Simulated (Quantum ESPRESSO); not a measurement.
# H on hollow sites of Mo(110): a series in the coverage, part 8 of 9

What law, if any, do the results for H on hollow sites of Mo(110) follow against the coverage?

Quantum ESPRESSO 7.5; plane-wave DFT, PBE, GBRV ultrasoft pseudopotentials.

So far. Step 8 (Self-consistent run, 0.1111 ML): Inside the slab this potential holds the local part of the pseudopotentials, which can be repulsive at the nuclei; only its value in the vacuum has a meaning of its own. Step 9 (Relaxing the ions, 0.75 ML): The relaxation lowers the energy by 6 meV an atom. On the free atoms the largest force ends at 0.038 eV/Å.

## Step 10: SCF with pw.x, 0.75 ML

File m7.esm.in:

```
&control
  prefix = 'm7.esm'
  outdir = './out'
  pseudo_dir = './pseudo'
  calculation = 'scf'
  tprnfor = .true.
/
&system
  ibrav = 0
  nat = 15
  ntyp = 2
  ecutwfc = 40
  ecutrho = 200
  occupations = 'smearing'
  smearing = 'mv'
  degauss = 0.02
  assume_isolated = 'esm'
  esm_bc = 'bc1'
/
&electrons
  conv_thr = 1e-07
  mixing_beta = 0.25
  electron_maxstep = 160
  mixing_mode = 'local-TF'
  mixing_ndim = 12
/
ATOMIC_SPECIES
  Mo  95.9500  mo_pbe_v1.uspp.F.UPF
  H   1.0080  h_pbe_v1.4.uspp.F.UPF
CELL_PARAMETERS angstrom
  4.46690354560001 -3.15857778800000 0.00000000000000
  4.46690354560001 3.15857778800000 0.00000000000000
  0.00000000000000 0.00000000000000 19.57018993403409
ATOMIC_POSITIONS crystal
  Mo  0.830000000000 0.330000000000 -0.139991081350
  Mo  0.330000000000 0.830000000000 -0.139991081350
  Mo  0.330000000000 0.330000000000 -0.139991081350
  Mo  0.830000000000 0.830000000000 -0.139991081350
  Mo  0.080000000000 0.580000000000 -0.025865884750
  Mo  0.580000000000 0.080000000000 -0.025865884750
  Mo  0.580000000000 0.580000000000 -0.025865884750
  Mo  0.080000000000 0.080000000000 -0.025865884750
  Mo  0.834339808100 0.328496518600 0.085296109550
  Mo  0.328496518600 0.834339808100 0.085296109550
  Mo  0.332614676600 0.332614676600 0.086965010350
  Mo  0.836477823100 0.836477823100 0.085539899050
  H   0.011331859500 0.508026302100 0.139991081350
  H   0.508026302100 0.011331859500 0.139991081350
  H   0.512792232000 0.512792232000 0.139351881650
K_POINTS automatic
  5 5 1 0 0 0
```

Command:

```sh
OMP_NUM_THREADS=1 mpirun -n 16 pw.x -nk 2 -in m7.esm.in > m7.esm.out
```

Log:

```text
[banner, memory and clock lines left out]
Program PWSCF v.7.5 starts
[...]
Message from routine setup:
[...]
number of electrons       =       171.00
     number of Kohn-Sham states=          103
     kinetic-energy cutoff     =      40.0000  Ry
     charge density cutoff     =     200.0000  Ry
[...]
number of k points=     9  Marzari-Vanderbilt smearing, width (Ry)=  0.0200
[...]
Dense  grid:   178029 G-vectors     FFT dimensions: (  48,  48, 180)
[...]
negative rho (up, down):  1.192E-02 0.000E+00
     Starting wfcs are  159 randomized atomic wfcs
[...]
negative rho (up, down):  6.898E-03 0.000E+00
[...]
estimated scf accuracy    <       2.66393207 Ry
[...]
negative rho (up, down):  1.346E-03 0.000E+00
[...]
estimated scf accuracy    <       1.94240715 Ry
[...]
negative rho (up, down):  5.239E-04 0.000E+00
[...]
estimated scf accuracy    <       0.69510759 Ry
[...]
negative rho (up, down):  5.665E-05 0.000E+00
[...]
estimated scf accuracy    <       0.54336948 Ry
[...]
negative rho (up, down):  3.900E-05 0.000E+00
[...]
estimated scf accuracy    <       0.12540693 Ry
[...]
negative rho (up, down):  4.638E-05 0.000E+00
[...]
estimated scf accuracy    <       0.10092125 Ry
[...]
negative rho (up, down):  3.950E-04 0.000E+00
[...]
estimated scf accuracy    <       0.15926016 Ry
[...]
negative rho (up, down):  3.598E-05 0.000E+00
[...]
estimated scf accuracy    <       0.08306417 Ry
[...]
negative rho (up, down):  6.789E-05 0.000E+00
[...]
estimated scf accuracy    <       0.05121973 Ry
[...]
negative rho (up, down):  4.522E-03 0.000E+00
[...]
estimated scf accuracy    <       0.04497913 Ry
[...]
negative rho (up, down):  1.317E-02 0.000E+00
[...]
estimated scf accuracy    <       0.03744836 Ry
[...]
negative rho (up, down):  1.770E-02 0.000E+00
[...]
estimated scf accuracy    <       0.02723942 Ry
[...]
negative rho (up, down):  6.551E-03 0.000E+00
[...]
estimated scf accuracy    <       0.02660108 Ry
[...]
negative rho (up, down):  1.424E-02 0.000E+00
[...]
estimated scf accuracy    <       0.01426598 Ry
[...]
negative rho (up, down):  1.584E-02 0.000E+00
[...]
estimated scf accuracy    <       0.00317880 Ry
[...]
negative rho (up, down):  1.124E-02 0.000E+00
[...]
estimated scf accuracy    <       0.00320870 Ry
[...]
negative rho (up, down):  1.075E-02 0.000E+00
[...]
estimated scf accuracy    <       0.00126453 Ry
[...]
negative rho (up, down):  1.231E-02 0.000E+00
[...]
estimated scf accuracy    <       0.00381375 Ry
[...]
negative rho (up, down):  1.023E-02 0.000E+00
[...]
estimated scf accuracy    <       0.00224427 Ry
[...]
negative rho (up, down):  1.087E-02 0.000E+00
[...]
estimated scf accuracy    <       0.00491711 Ry
[...]
negative rho (up, down):  1.135E-02 0.000E+00
[...]
estimated scf accuracy    <       0.00164712 Ry
[...]
negative rho (up, down):  1.275E-02 0.000E+00
[...]
estimated scf accuracy    <       0.00013892 Ry
[...]
negative rho (up, down):  1.285E-02 0.000E+00
[...]
estimated scf accuracy    <       0.00005034 Ry
[...]
negative rho (up, down):  1.304E-02 0.000E+00
[...]
estimated scf accuracy    <       0.00013739 Ry
[...]
negative rho (up, down):  1.317E-02 0.000E+00
[...]
estimated scf accuracy    <       0.00004476 Ry
[...]
negative rho (up, down):  1.309E-02 0.000E+00
[...]
estimated scf accuracy    <       0.00001634 Ry
[...]
negative rho (up, down):  1.324E-02 0.000E+00
[...]
estimated scf accuracy    <       0.00001501 Ry
[...]
negative rho (up, down):  1.329E-02 0.000E+00
[...]
estimated scf accuracy    <       0.00001482 Ry
[...]
negative rho (up, down):  1.320E-02 0.000E+00
[...]
estimated scf accuracy    <       0.00000854 Ry
[...]
negative rho (up, down):  1.301E-02 0.000E+00
[...]
estimated scf accuracy    <       0.00000529 Ry
[...]
negative rho (up, down):  1.300E-02 0.000E+00
[...]
estimated scf accuracy    <       0.00000265 Ry
[...]
negative rho (up, down):  1.297E-02 0.000E+00
[...]
estimated scf accuracy    <       0.00000171 Ry
[...]
negative rho (up, down):  1.297E-02 0.000E+00
[...]
estimated scf accuracy    <       0.00000059 Ry
[...]
negative rho (up, down):  1.297E-02 0.000E+00
[...]
estimated scf accuracy    <       0.00000046 Ry
[...]
negative rho (up, down):  1.294E-02 0.000E+00
[...]
estimated scf accuracy    <       0.00000016 Ry
[...]
negative rho (up, down):  1.297E-02 0.000E+00
[...]
the Fermi energy is    -4.6550 ev
!    total energy              =   -1674.98275349 Ry
     estimated scf accuracy    <       0.00000001 Ry
     smearing contrib. (-TS)   =       0.00006535 Ry
     internal energy E=F+TS    =   -1674.98281884 Ry
[...]
one-electron contribution =   14758.19466389 Ry
     hartree contribution      =   -7434.18908700 Ry
     xc contribution           =    -233.61137760 Ry
     ewald contribution        =   -8765.37701813 Ry
     convergence has been achieved in  36 iterations
     negative rho (up, down):  1.297E-02 0.000E+00
[...]
Total force =     0.064654     Total SCF correction =     0.000838
[...]
```

Elapsed: 2 min, on 16 MPI ranks of Arm Neoverse V2, shared host; peak memory 1.9 GiB; 32 min of CPU time.

This step gave:

| Property | Result |
| --- | --- |
| free energy | -22789.3013 eV |
| Fermi energy | -4.655 eV |
| vacuum line at the lower end of the cell, over the Fermi level | 4.676 eV |
| vacuum line at the upper end of the cell, over the Fermi level | 4.634 eV |

Inside the slab this potential holds the local part of the pseudopotentials, which can be repulsive at the nuclei; only its value in the vacuum has a meaning of its own.

## Step 11: Relaxing the ions, 1 ML

System of this step: Mo(110), 3 layers, 1 sites a cell, 1 H on hollow sites. The cell holds 4 atoms: 3 Mo and 1 H. Its edges and angles: a = 2.735 Å, b = 2.735 Å, c = 19.570 Å, α = 90.0°, β = 90.0°, γ = 70.5°. It derives from Mo. Vacuum lies along c.

File m8.relax.in:

```
&control
  prefix = 'm8.relax'
  outdir = './out'
  pseudo_dir = './pseudo'
  nstep = 70
  forc_conv_thr = 0.0015
  calculation = 'relax'
/
&system
  ibrav = 0
  nat = 4
  ntyp = 2
  ecutwfc = 40
  ecutrho = 200
  occupations = 'smearing'
  smearing = 'mv'
  degauss = 0.02
/
&electrons
  conv_thr = 1e-07
  mixing_beta = 0.3
  electron_maxstep = 120
  mixing_mode = 'local-TF'
/
&ions
/
ATOMIC_SPECIES
  Mo  95.9500  mo_pbe_v1.uspp.F.UPF
  H   1.0080  h_pbe_v1.4.uspp.F.UPF
CELL_PARAMETERS angstrom
  2.23345177280000 -1.57928889400000 0.00000000000000
  2.23345177280000 1.57928889400000 0.00000000000000
  0.00000000000000 0.00000000000000 19.57018993403409
ATOMIC_POSITIONS crystal
  Mo  0.660000000000 0.660000000000 0.358660890608 0 0 0
  Mo  0.160000000000 0.160000000000 0.472786087161 0 0 0
  Mo  0.660000000000 0.660000000000 0.586911283714
  H   0.000000000000 0.000000000000 0.641339109392
K_POINTS automatic
  9 9 1 0 0 0
```

Command:

```sh
OMP_NUM_THREADS=1 mpirun -n 16 pw.x -nk 4 -in m8.relax.in > m8.relax.out
```

Log:

```text
[banner, memory and clock lines left out]
Program PWSCF v.7.5 starts
[...]
Message from routine setup:
[...]
number of electrons       =        43.00
     number of Kohn-Sham states=           26
     kinetic-energy cutoff     =      40.0000  Ry
     charge density cutoff     =     200.0000  Ry
[...]
number of k points=    25  Marzari-Vanderbilt smearing, width (Ry)=  0.0200
[...]
Dense  grid:    44529 G-vectors     FFT dimensions: (  24,  24, 180)
[...]
negative rho (up, down):  3.065E-03 0.000E+00
     Starting wfcs are   40 randomized atomic wfcs
[...]
negative rho (up, down):  1.429E-03 0.000E+00
[...]
estimated scf accuracy    <       0.94125282 Ry
[...]
negative rho (up, down):  1.949E-04 0.000E+00
[...]
estimated scf accuracy    <       0.54069411 Ry
[...]
negative rho (up, down):  4.719E-05 0.000E+00
[...]
estimated scf accuracy    <       0.11297079 Ry
[...]
negative rho (up, down):  7.599E-06 0.000E+00
[...]
estimated scf accuracy    <       0.05284399 Ry
[...]
negative rho (up, down):  8.809E-06 0.000E+00
[...]
estimated scf accuracy    <       0.02321102 Ry
[...]
negative rho (up, down):  1.612E-05 0.000E+00
[...]
estimated scf accuracy    <       0.02258944 Ry
[...]
negative rho (up, down):  1.212E-05 0.000E+00
[...]
estimated scf accuracy    <       0.00924237 Ry
[...]
negative rho (up, down):  2.529E-05 0.000E+00
[...]
estimated scf accuracy    <       0.00452481 Ry
[...]
negative rho (up, down):  5.923E-03 0.000E+00
[...]
estimated scf accuracy    <       0.00438104 Ry
[...]
negative rho (up, down):  8.913E-03 0.000E+00
[...]
estimated scf accuracy    <       0.00291774 Ry
[...]
negative rho (up, down):  4.963E-03 0.000E+00
[...]
estimated scf accuracy    <       0.00064926 Ry
[...]
negative rho (up, down):  4.868E-03 0.000E+00
[...]
estimated scf accuracy    <       0.00069777 Ry
[...]
negative rho (up, down):  3.573E-03 0.000E+00
[...]
estimated scf accuracy    <       0.00013872 Ry
[...]
negative rho (up, down):  3.490E-03 0.000E+00
[...]
estimated scf accuracy    <       0.00018231 Ry
[...]
negative rho (up, down):  3.412E-03 0.000E+00
[...]
estimated scf accuracy    <       0.00000398 Ry
[...]
negative rho (up, down):  3.386E-03 0.000E+00
[...]
estimated scf accuracy    <       0.00000318 Ry
[...]
negative rho (up, down):  3.366E-03 0.000E+00
[...]
estimated scf accuracy    <       0.00000056 Ry
[...]
negative rho (up, down):  3.357E-03 0.000E+00
[...]
estimated scf accuracy    <       0.00000047 Ry
[...]
negative rho (up, down):  3.364E-03 0.000E+00
[...]
the Fermi energy is     4.4235 ev
!    total energy              =    -419.04953695 Ry
     estimated scf accuracy    <       0.00000001 Ry
     smearing contrib. (-TS)   =       0.00056151 Ry
     internal energy E=F+TS    =    -419.05009847 Ry
[...]
one-electron contribution =   -2542.62957443 Ry
     hartree contribution      =    1271.89835708 Ry
     xc contribution           =     -58.57118006 Ry
     ewald contribution        =     910.25229893 Ry
     convergence has been achieved in  19 iterations
     negative rho (up, down):  3.364E-03 0.000E+00
[...]
Total force =     0.021024     Total SCF correction =     0.000188
[...]
negative rho (up, down):  3.357E-03 0.000E+00
[...]
negative rho (up, down):  3.364E-03 0.000E+00
[...]
estimated scf accuracy    <       0.00012783 Ry
[...]
negative rho (up, down):  3.373E-03 0.000E+00
[...]
estimated scf accuracy    <       0.00004988 Ry
[...]
negative rho (up, down):  3.374E-03 0.000E+00
[...]
estimated scf accuracy    <       0.00000703 Ry
[...]
negative rho (up, down):  3.377E-03 0.000E+00
[...]
estimated scf accuracy    <       0.00000214 Ry
[...]
negative rho (up, down):  3.376E-03 0.000E+00
[...]
estimated scf accuracy    <       0.00000011 Ry
[...]
negative rho (up, down):  3.349E-03 0.000E+00
[...]
the Fermi energy is     4.4232 ev
!    total energy              =    -419.04990755 Ry
     estimated scf accuracy    <       0.00000006 Ry
     smearing contrib. (-TS)   =       0.00055326 Ry
     internal energy E=F+TS    =    -419.05046081 Ry
[...]
one-electron contribution =   -2546.09104269 Ry
     hartree contribution      =    1273.61997550 Ry
     xc contribution           =     -58.57193055 Ry
     ewald contribution        =     911.99253692 Ry
     convergence has been achieved in   6 iterations
     negative rho (up, down):  3.349E-03 0.000E+00
[...]
Total force =     0.014387     Total SCF correction =     0.001146
[...]
negative rho (up, down):  3.337E-03 0.000E+00
[...]
negative rho (up, down):  3.339E-03 0.000E+00
[...]
estimated scf accuracy    <       0.00027681 Ry
[...]
negative rho (up, down):  3.339E-03 0.000E+00
[...]
estimated scf accuracy    <       0.00009752 Ry
[...]
negative rho (up, down):  3.335E-03 0.000E+00
[...]
estimated scf accuracy    <       0.00001152 Ry
[...]
negative rho (up, down):  3.332E-03 0.000E+00
[...]
estimated scf accuracy    <       0.00000327 Ry
[...]
negative rho (up, down):  3.331E-03 0.000E+00
[...]
estimated scf accuracy    <       0.00000016 Ry
[...]
negative rho (up, down):  3.330E-03 0.000E+00
[...]
estimated scf accuracy    <       0.00000005 Ry
[...]
negative rho (up, down):  3.329E-03 0.000E+00
[...]
estimated scf accuracy    <       0.00000002 Ry
[...]
negative rho (up, down):  3.329E-03 0.000E+00
[...]
estimated scf accuracy    <       0.00000001 Ry
[...]
negative rho (up, down):  3.329E-03 0.000E+00
[...]
the Fermi energy is     4.4192 ev
!    total energy              =    -419.05017295 Ry
     estimated scf accuracy    <          1.9E-10 Ry
     smearing contrib. (-TS)   =       0.00053852 Ry
     internal energy E=F+TS    =    -419.05071148 Ry
[...]
one-electron contribution =   -2550.09926308 Ry
     hartree contribution      =    1275.62313788 Ry
     xc contribution           =     -58.57341659 Ry
     ewald contribution        =     913.99883032 Ry
     convergence has been achieved in   9 iterations
     negative rho (up, down):  3.329E-03 0.000E+00
[...]
Total force =     0.008043     Total SCF correction =     0.000017
[...]
negative rho (up, down):  3.316E-03 0.000E+00
[...]
negative rho (up, down):  3.321E-03 0.000E+00
[...]
estimated scf accuracy    <       0.00020193 Ry
[...]
Total force =     0.006056     Total SCF correction =     0.000118
[...]
negative rho (up, down):  3.304E-03 0.000E+00
[...]
negative rho (up, down):  3.305E-03 0.000E+00
[...]
estimated scf accuracy    <       0.00001865 Ry
[...]
negative rho (up, down):  3.304E-03 0.000E+00
[...]
estimated scf accuracy    <       0.00000815 Ry
[...]
negative rho (up, down):  3.301E-03 0.000E+00
[...]
estimated scf accuracy    <       0.00000114 Ry
[...]
negative rho (up, down):  3.300E-03 0.000E+00
[...]
estimated scf accuracy    <       0.00000016 Ry
[...]
negative rho (up, down):  3.300E-03 0.000E+00
[...]
estimated scf accuracy    <       0.00000002 Ry
[...]
negative rho (up, down):  3.299E-03 0.000E+00
[...]
estimated scf accuracy    <          3.9E-09 Ry
[...]
negative rho (up, down):  3.299E-03 0.000E+00
[...]
estimated scf accuracy    <          4.7E-09 Ry
[...]
negative rho (up, down):  3.301E-03 0.000E+00
[...]
the Fermi energy is     4.4177 ev
!    total energy              =    -419.05036060 Ry
     estimated scf accuracy    <          1.1E-09 Ry
     smearing contrib. (-TS)   =       0.00050483 Ry
     internal energy E=F+TS    =    -419.05086543 Ry
[...]
one-electron contribution =   -2555.87223952 Ry
     hartree contribution      =    1278.50604422 Ry
     xc contribution           =     -58.57666272 Ry
     ewald contribution        =     916.89199260 Ry
     convergence has been achieved in   8 iterations
     negative rho (up, down):  3.301E-03 0.000E+00
[...]
Total force =     0.006617     Total SCF correction =     0.000150
[...]
negative rho (up, down):  3.300E-03 0.000E+00
[...]
negative rho (up, down):  3.300E-03 0.000E+00
[...]
estimated scf accuracy    <       0.00001000 Ry
[...]
negative rho (up, down):  3.297E-03 0.000E+00
[...]
estimated scf accuracy    <       0.00000536 Ry
[...]
negative rho (up, down):  3.295E-03 0.000E+00
[...]
estimated scf accuracy    <       0.00000043 Ry
[...]
negative rho (up, down):  3.294E-03 0.000E+00
[...]
estimated scf accuracy    <       0.00000006 Ry
[...]
negative rho (up, down):  3.293E-03 0.000E+00
[...]
estimated scf accuracy    <       0.00000001 Ry
[...]
negative rho (up, down):  3.293E-03 0.000E+00
[...]
estimated scf accuracy    <          3.5E-09 Ry
[...]
negative rho (up, down):  3.293E-03 0.000E+00
[...]
estimated scf accuracy    <          2.5E-09 Ry
[...]
negative rho (up, down):  3.297E-03 0.000E+00
[...]
the Fermi energy is     4.4187 ev
!    total energy              =    -419.05041918 Ry
     estimated scf accuracy    <          9.1E-10 Ry
     smearing contrib. (-TS)   =       0.00049379 Ry
     internal energy E=F+TS    =    -419.05091296 Ry
[...]
one-electron contribution =   -2556.83323327 Ry
     hartree contribution      =    1278.98715660 Ry
     xc contribution           =     -58.57779275 Ry
     ewald contribution        =     917.37295646 Ry
     convergence has been achieved in   8 iterations
     negative rho (up, down):  3.297E-03 0.000E+00
[...]
Total force =     0.006886     Total SCF correction =     0.000082
[...]
negative rho (up, down):  3.297E-03 0.000E+00
[...]
negative rho (up, down):  3.296E-03 0.000E+00
[...]
estimated scf accuracy    <       0.00002080 Ry
[...]
negative rho (up, down):  3.291E-03 0.000E+00
[...]
estimated scf accuracy    <       0.00001072 Ry
[...]
negative rho (up, down):  3.286E-03 0.000E+00
[...]
estimated scf accuracy    <       0.00000119 Ry
[...]
negative rho (up, down):  3.284E-03 0.000E+00
[...]
estimated scf accuracy    <       0.00000009 Ry
[...]
negative rho (up, down):  3.283E-03 0.000E+00
[...]
estimated scf accuracy    <       0.00000003 Ry
[...]
negative rho (up, down):  3.282E-03 0.000E+00
[...]
estimated scf accuracy    <          9.7E-09 Ry
[...]
negative rho (up, down):  3.282E-03 0.000E+00
[...]
estimated scf accuracy    <          8.0E-09 Ry
[...]
negative rho (up, down):  3.284E-03 0.000E+00
[...]
estimated scf accuracy    <          4.5E-09 Ry
[...]
negative rho (up, down):  3.286E-03 0.000E+00
[...]
estimated scf accuracy    <          1.6E-09 Ry
[...]
negative rho (up, down):  3.293E-03 0.000E+00
[...]
the Fermi energy is     4.4208 ev
!    total energy              =    -419.05050798 Ry
     estimated scf accuracy    <          7.0E-10 Ry
     smearing contrib. (-TS)   =       0.00047830 Ry
     internal energy E=F+TS    =    -419.05098628 Ry
[...]
one-electron contribution =   -2557.90713604 Ry
     hartree contribution      =    1279.52575540 Ry
     xc contribution           =     -58.57940670 Ry
     ewald contribution        =     917.90980107 Ry
     convergence has been achieved in  10 iterations
     negative rho (up, down):  3.293E-03 0.000E+00
[...]
Total force =     0.006858     Total SCF correction =     0.000041
[...]
negative rho (up, down):  3.294E-03 0.000E+00
[...]
negative rho (up, down):  3.291E-03 0.000E+00
[...]
estimated scf accuracy    <       0.00003826 Ry
[...]
negative rho (up, down):  3.280E-03 0.000E+00
[...]
estimated scf accuracy    <       0.00002128 Ry
[...]
negative rho (up, down):  3.273E-03 0.000E+00
[...]
estimated scf accuracy    <       0.00000145 Ry
[...]
negative rho (up, down):  3.271E-03 0.000E+00
[...]
estimated scf accuracy    <       0.00000011 Ry
[...]
negative rho (up, down):  3.269E-03 0.000E+00
[...]
estimated scf accuracy    <       0.00000007 Ry
[...]
negative rho (up, down):  3.268E-03 0.000E+00
[...]
estimated scf accuracy    <       0.00000003 Ry
[...]
negative rho (up, down):  3.268E-03 0.000E+00
[...]
estimated scf accuracy    <       0.00000002 Ry
[...]
negative rho (up, down):  3.272E-03 0.000E+00
[...]
estimated scf accuracy    <       0.00000002 Ry
[...]
negative rho (up, down):  3.275E-03 0.000E+00
[...]
estimated scf accuracy    <          4.4E-09 Ry
[...]
negative rho (up, down):  3.280E-03 0.000E+00
[...]
estimated scf accuracy    <          1.8E-09 Ry
[...]
negative rho (up, down):  3.286E-03 0.000E+00
[...]
estimated scf accuracy    <          1.4E-09 Ry
[...]
negative rho (up, down):  3.288E-03 0.000E+00
[...]
the Fermi energy is     4.4243 ev
!    total energy              =    -419.05063018 Ry
     estimated scf accuracy    <          3.1E-10 Ry
     smearing contrib. (-TS)   =       0.00045586 Ry
     internal energy E=F+TS    =    -419.05108603 Ry
[...]
one-electron contribution =   -2559.17402433 Ry
     hartree contribution      =    1280.16207531 Ry
     xc contribution           =     -58.58180674 Ry
     ewald contribution        =     918.54266973 Ry
     convergence has been achieved in  12 iterations
     negative rho (up, down):  3.288E-03 0.000E+00
[...]
Total force =     0.006344     Total SCF correction =     0.000057
[...]
negative rho (up, down):  3.289E-03 0.000E+00
[...]
negative rho (up, down):  3.283E-03 0.000E+00
[...]
estimated scf accuracy    <       0.00007876 Ry
[...]
negative rho (up, down):  3.261E-03 0.000E+00
[...]
estimated scf accuracy    <       0.00004589 Ry
[...]
negative rho (up, down):  3.253E-03 0.000E+00
[...]
estimated scf accuracy    <       0.00000169 Ry
[...]
negative rho (up, down):  3.250E-03 0.000E+00
[...]
estimated scf accuracy    <       0.00000028 Ry
[...]
negative rho (up, down):  3.247E-03 0.000E+00
[...]
estimated scf accuracy    <       0.00000020 Ry
[...]
negative rho (up, down):  3.243E-03 0.000E+00
[...]
estimated scf accuracy    <       0.00000013 Ry
[...]
negative rho (up, down):  3.244E-03 0.000E+00
[...]
estimated scf accuracy    <       0.00000004 Ry
[...]
negative rho (up, down):  3.253E-03 0.000E+00
[...]
estimated scf accuracy    <       0.00000002 Ry
[...]
```

Run time: 45 s. Hardware: 16 MPI ranks; peak memory 0.95 GiB.

(Continued in part 9 of 9.)

[Logs are printed without paths, hosts, clocks, repeated set-up lines and the standing remarks that a program may print on its own settings, such as how far it seeks lower states.]

[Hosts, paths, dates, database ids (printed as entryN), source tags and the programs' standing remarks are cut or masked in the printed files.]

[Maps of the electrostatic potential energy from Ansatz leave out the sawtooth potential of an applied field or a dipole correction, so their vacuum need not be flat; planar profiles and work functions include it.]
